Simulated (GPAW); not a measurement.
# Ballistic transport through a Sn chain with one Ge atom in line, cheap and dear, part 2 of 2

Aim: T(E), conductance and thermopower of a Sn chain with one Ge atom in line, and what cheaper settings cost in accuracy.

GPAW 26.7.0; GPAW LCAO, PAW setups; Landauer transmission from Green's functions with principal layers (ASE), zero bias.

So far, transmission at the Fermi level (one spin): 2.95 in steps 2, 3, 4 and 5.

## (7) The levels side by side

The curves are compared point by point over the common energies.

This step: comparison of transmission and cost over codes and levels (GPAW 26.7.0).

Ladder, by row:

```
      step  code  T at the Fermi level (sum over the listed spins)  conductance (G0)  r.m.s. T(E) from the first  wall time (s)  peak memory (GiB)  threads
       dzp  GPAW                                             2.954             2.954                           0          83.74               1.02        1
       szp  GPAW                                             2.951             2.951                     0.06212          59.78               0.97        1
        sz  GPAW                                             2.954             2.954                      0.1469          46.64               0.93        1
dzp-revPBE  GPAW                                             2.952             2.952                    0.002556          76.95                  1        1
```

The transmission, zone mean, sum over the listed spins by energy, zero at the Fermi level:

```
energy (eV)    dzp    szp     sz  dzp-revPBE
      -2.00  0.984  0.982  0.987       0.984
      -1.85  0.984  0.982  0.987       0.984
      -1.70  0.983  0.983  0.987       0.983
      -1.50  0.983  0.983  0.987       0.983
      -1.35  0.983  0.982  0.986       0.983
      -1.20  0.983  0.982  0.986       0.983
      -1.05  0.983  0.983  0.986       0.983
      -0.90  0.983  0.983  0.986       0.983
      -0.70   2.61   2.54   2.73        2.61
      -0.55   2.77   2.74   2.79        2.76
      -0.40   2.88   2.87   2.90        2.88
      -0.25   2.94   2.93   2.95        2.94
      -0.10   2.95   2.95   2.96        2.95
       0.00   2.95   2.95   2.95        2.95
       0.10   2.95   2.95   2.95        2.95
       0.25   2.96   2.95   2.95        2.95
       0.40   2.96   2.96   2.96        2.96
       0.55   2.97   2.97   2.97        2.97
       0.70   2.97   2.97   2.97        2.97
       0.90   2.98   2.98   2.98        2.98
       1.05   2.98   2.98   2.98        2.98
       1.20   2.98   2.98   2.98        2.98
       1.35   2.98   2.98   2.98        2.98
       1.50   2.98   2.98   2.98        2.99
       1.70   2.97   2.97   2.97        2.97
       1.85   2.97   2.96   2.97        2.97
       2.00   2.96   2.96   2.96        2.96
```

## (8) Temperature 30, mixing 0.15, mixing history 3

Temperature enters only through the Fermi window. Mixing changes the road to self-consistency, not its end. The mixing history changes the road to self-consistency, not its end.

This step: GPAW LCAO, PAW setups; Landauer transmission from Green's functions with principal layers (ASE), zero bias (GPAW 26.7.0).

File run.py:

```python
import json
import numpy as np
from ase import Atoms
from ase.transport.calculators import TransportCalculator
from gpaw import GPAW, FermiDirac
from gpaw.lcao.tools import get_lcao_hamiltonian
from scipy.linalg import eigh

# The junction with lead layers at both ends, along the third cell vector
device = Atoms(
    ['Sn', 'Sn', 'Sn', 'Sn', 'Sn', 'Ge', 'Sn', 'Sn', 'Sn', 'Sn', 'Sn'],
    positions=[
        [4.50000, 4.50000, 1.37500],
        [4.50000, 4.50000, 4.12500],
        [4.50000, 4.50000, 6.87500],
        [4.50000, 4.50000, 9.62500],
        [4.50000, 4.50000, 12.37500],
        [4.50000, 4.50000, 14.92050],
        [4.50000, 4.50000, 17.46600],
        [4.50000, 4.50000, 20.21600],
        [4.50000, 4.50000, 22.96600],
        [4.50000, 4.50000, 25.71600],
        [4.50000, 4.50000, 28.46600]],
    cell=[[9.0, 0.0, 0.0], [0.0, 9.0, 0.0], [0.0, 0.0, 29.841]],
    pbc=True)

# One principal layer of the lead: the first 3 atoms of the device
lead = Atoms(
    ['Sn', 'Sn', 'Sn'],
    positions=[
        [4.50000, 4.50000, 1.37500],
        [4.50000, 4.50000, 4.12500],
        [4.50000, 4.50000, 6.87500]],
    cell=[[9.0, 0.0, 0.0], [0.0, 9.0, 0.0], [0.0, 0.0, 8.25]],
    pbc=True)

settings = dict(mode='lcao', basis='dzp', xc='PBE', h=0.2,
                occupations=FermiDirac(0.1), maxiter=250,
                mixer=dict(beta=0.15, nmaxold=3, weight=100.0),
                convergence=dict(density=0.0001))
energies = np.arange(-2, 2 + 1e-9, 0.05)
eta = 0.0001
n1, n2 = 1, 1
# k and -k transmit alike, so half of the mesh across the current serves
mesh = [(i, j) for i in range(n1) for j in range(n2) if (i, j) <= (-i % n1, -j % n2)]
weights = np.array([1 if (i, j) == (-i % n1, -j % n2) else 2 for i, j in mesh]) / (n1 * n2)

# [... helper functions left out ...]
fermi_lead = ground_state(lead, (1, 1, 14), 'lead.txt')
fermi_device = ground_state(device, (1, 1, 3), 'device.txt')
# [... loop over the mesh left out, but for ...]
        # Shift the lead onto the potential of the device's first layer
        shift = ((H[:, 0, 0] - H0[:, 0, 0]) / S0[0, 0]).real.mean()
# [...]
kT = 8.617333e-5 * 30
bias = [0.1, 0.2, 0.5, 1.0, 1.5, 2.0]
# [... integrals and printing left out ...]
```

Launch:

```console
$ OMP_NUM_THREADS=1 OPENBLAS_NUM_THREADS=1 python run.py
```

Log:

```text
basis functions: device 243, principal layer 69
Fermi level: lead -2.9468 eV, device -2.9893 eV; lead shifted by 0.0322 eV
largest coupling past the next layer 3.84e-07 eV, largest misfit of the first layer 0.024 eV
  E-E_F (eV)   T (one spin)  [channel counts left out]
    -2.000    9.8392e-01
    -1.950    9.8387e-01
    -1.900    9.8380e-01
    -1.850    9.8371e-01
    -1.800    9.8362e-01
    -1.750    9.8352e-01
    -1.700    9.8342e-01
    -1.650    9.8333e-01
    -1.600    9.8325e-01
    -1.550    9.8317e-01
    -1.500    9.8310e-01
    -1.450    9.8305e-01
    -1.400    9.8301e-01
    -1.350    9.8299e-01
    -1.300    9.8298e-01
    -1.250    9.8299e-01
[...]
1.650    2.9760e+00
     1.700    2.9742e+00
     1.750    2.9723e+00
     1.800    2.9703e+00
     1.850    2.9684e+00
     1.900    2.9664e+00
     1.950    2.9644e+00
     2.000    2.9623e+00
conductance at 30 K: 2.9542 G0 a cell; thermopower 0.0003089 uV/K
current from the zero-bias T(E) at 0.1 V: 22.889 uA
current from the zero-bias T(E) at 0.2 V: 45.775 uA
current from the zero-bias T(E) at 0.5 V: 114.38 uA
current from the zero-bias T(E) at 1.0 V: 227.68 uA
current from the zero-bias T(E) at 1.5 V: 336.69 uA
current from the zero-bias T(E) at 2.0 V: 415.5 uA
```

Run time: 1.8 min. Hardware: 1 thread of AMD EPYC 7R43, shared host; peak memory 0.88 GiB.

Numbers from this step:

* conductance: 2.954 G₀
* largest coupling past the next principal layer: 3.84e-7 eV
* largest misfit of the first principal layer: 0.02429 eV
* shift that aligns the lead: 0.03219 eV
* transmission at the Fermi level (one spin): 2.954

One spin. Table of transmission, zone mean by energy, zero at the Fermi level:

```
energy (eV)  transmission, zone mean
      -2.00                    0.984
      -1.90                    0.984
      -1.80                    0.984
      -1.70                    0.983
      -1.55                    0.983
      -1.45                    0.983
      -1.35                    0.983
      -1.25                    0.983
      -1.15                    0.983
      -1.05                    0.983
      -0.90                    0.983
      -0.80                    0.984
      -0.70                     2.61
      -0.60                     2.73
      -0.50                     2.81
      -0.40                     2.88
      -0.25                     2.94
      -0.15                     2.95
      -0.05                     2.95
       0.00                     2.95
       0.05                     2.95
       0.15                     2.95
       0.25                     2.96
       0.40                     2.96
       0.50                     2.97
       0.60                     2.97
       0.70                     2.97
       0.80                     2.98
       0.90                     2.98
       1.05                     2.98
       1.15                     2.98
       1.25                     2.98
       1.35                     2.98
       1.45                     2.98
       1.55                     2.98
       1.70                     2.97
       1.80                     2.97
       1.90                     2.97
       2.00                     2.96
```

Not self-consistent under bias; the bias window is split evenly. Current through one cell, from the zero-bias transmission against bias:

```
bias (V)  current through one cell, from the zero-bias transmission (μA)
   0.100                                                            22.9
   0.200                                                            45.8
   0.500                                                             114
   1.000                                                             228
   1.500                                                             337
   2.000                                                             415
```

The transmission of the three most open eigenchannels by energy, zero at the Fermi level:

```
energy (eV)  channel 1  channel 2  channel 3
     -2.000      0.984          0          0
     -1.800      0.984          0          0
     -1.600      0.983          0          0
     -1.400      0.983          0          0
     -1.200      0.983          0          0
     -1.000      0.983          0          0
     -0.800      0.984     7.3e-7     7.3e-7
     -0.600      0.984      0.871      0.871
     -0.400      0.985      0.949      0.949
     -0.200      0.985      0.981      0.981
      0.000      0.985      0.984      0.984
      0.200      0.986      0.985      0.985
      0.400      0.988      0.988      0.986
      0.600      0.992      0.992      0.986
      0.800      0.995      0.995      0.985
      1.000      0.998      0.998      0.985
      1.200      0.999      0.999      0.985
      1.400      0.998      0.998      0.985
      1.600      0.996      0.996      0.986
      1.800      0.992      0.992      0.986
      2.000      0.988      0.988      0.987
```

With these changes, and at 30 K in place of 300 K, the conductance is 2.95 G₀ against 2.95 in the dzp run; T at the Fermi level, which temperature doesn't enter, is 2.95 against 2.95.

## (9) Another change of settings

A last run, with other settings again.

run.py: that of step 8 with these lines changed.

```diff
@@ -37,4 +37,4 @@
 settings = dict(mode='lcao', basis='dzp', xc='PBE', h=0.2,
-                occupations=FermiDirac(0.1), maxiter=250,
-                mixer=dict(beta=0.15, nmaxold=3, weight=100.0),
+                occupations=FermiDirac(0.1), maxiter=75,
+                mixer=dict(beta=0.1, nmaxold=8, weight=100.0),
                 convergence=dict(density=0.0001))
@@ -48,3 +48,3 @@
 # [... helper functions left out ...]
-fermi_lead = ground_state(lead, (1, 1, 14), 'lead.txt')
+fermi_lead = ground_state(lead, (1, 1, 1), 'lead.txt')
 fermi_device = ground_state(device, (1, 1, 3), 'device.txt')
@@ -54,3 +54,3 @@
 # [...]
-kT = 8.617333e-5 * 30
+kT = 8.617333e-5 * 300
 bias = [0.1, 0.2, 0.5, 1.0, 1.5, 2.0]
```

Log:

```text
basis functions: device 243, principal layer 69
Fermi level: lead -1.7143 eV, device -2.9894 eV; lead shifted by 1.3727 eV
largest coupling past the next layer 3.43e-07 eV, largest misfit of the first layer 0.071 eV
  E-E_F (eV)   T (one spin)  [channel counts left out]
    -2.000    9.8890e-01
    -1.950    9.8775e-01
    -1.900    9.8658e-01
    -1.850    9.8543e-01
    -1.800    9.8430e-01
    -1.750    9.8322e-01
    -1.700    9.8219e-01
    -1.650    9.8124e-01
    -1.600    9.8038e-01
    -1.550    9.7961e-01
    -1.500    9.7895e-01
    -1.450    9.7840e-01
    -1.400    9.7797e-01
    -1.350    9.7766e-01
    -1.300    9.7747e-01
    -1.250    9.7740e-01
[...]
1.650    2.9661e+00
     1.700    2.9624e+00
     1.750    2.9592e+00
     1.800    2.9567e+00
     1.850    2.9552e+00
     1.900    2.9545e+00
     1.950    2.9547e+00
     2.000    2.9556e+00
conductance at 300 K: 2.951 G0 a cell; thermopower 0.3162 uV/K
current from the zero-bias T(E) at 0.1 V: 22.865 uA
current from the zero-bias T(E) at 0.2 V: 45.736 uA
current from the zero-bias T(E) at 0.5 V: 114.39 uA
current from the zero-bias T(E) at 1.0 V: 227.3 uA
current from the zero-bias T(E) at 1.5 V: 333.28 uA
current from the zero-bias T(E) at 2.0 V: 411.14 uA
```

Elapsed: 72 s, on 1 thread; peak memory 1 GiB.

The run finished. A setting was moved off its sound value on purpose, so it serves as a test and not as the result.

The fault put into the input: one k-point along the lead (lead_nz = 1).

The two runs compared:

```
                                           quantity  this run  sound run  difference
                                   conductance (G₀)    2.9510     2.9539    -0.00292
largest coupling past the next principal layer (eV)  3.431e-7   3.838e-7     -4.1e-8
   largest misfit of the first principal layer (eV)  0.071387   0.024309      0.0471
                    shift that aligns the lead (eV)    1.3727   0.031607        1.34
         transmission at the Fermi level (one spin)    2.9505     2.9540    -0.00348
```

One result that differs is the shift that aligns the lead, 1.37 eV against 0.0316 eV.

## (10) Results

```json
{"conductance": "2.95 G₀", "transmission at the Fermi level, mean of the spins": "2.95", "thermopower": "about 0 (under 1.5 μV/K)"}
```

In the dzp basis the junction conducts 2.95 G₀ at 300 K, with T = 2.95 a spin at the Fermi level; the sz basis reaches that conductance within 10 %. At the Fermi level the three most open eigenchannels pass 0.99, 0.98 and 0.98. Measured against the first run (dzp), the nearest curve is that of dzp-revPBE (r.m.s. 0.0026) and the farthest that of sz (0.15). Over the compared runs wall time goes from 47 s (sz) to 84 s (dzp), on a shared host. The geometry was built from estimated bond lengths and not relaxed, so the numbers describe this model structure. Spin-orbit coupling is left out, which matters for the heavy atoms here. An evenly spaced straight chain is an idealisation: free chains tend to dimerise, zigzag or, where a band edge lies near the Fermi level, turn magnetic. The currents use the zero-bias T(E) throughout, which holds only while the bias is small against the distance to the nearest feature. The energy step is wider than the thermal energy, so the conductance and thermopower rest on interpolation of T(E).

[Logs are printed without paths, hosts, clocks, repeated set-up lines and the standing remarks that a program may print on its own settings, such as how far it seeks lower states.]

[Hosts, paths, dates, database ids (printed as entryN), source tags and the programs' standing remarks are cut or masked in the printed files.]
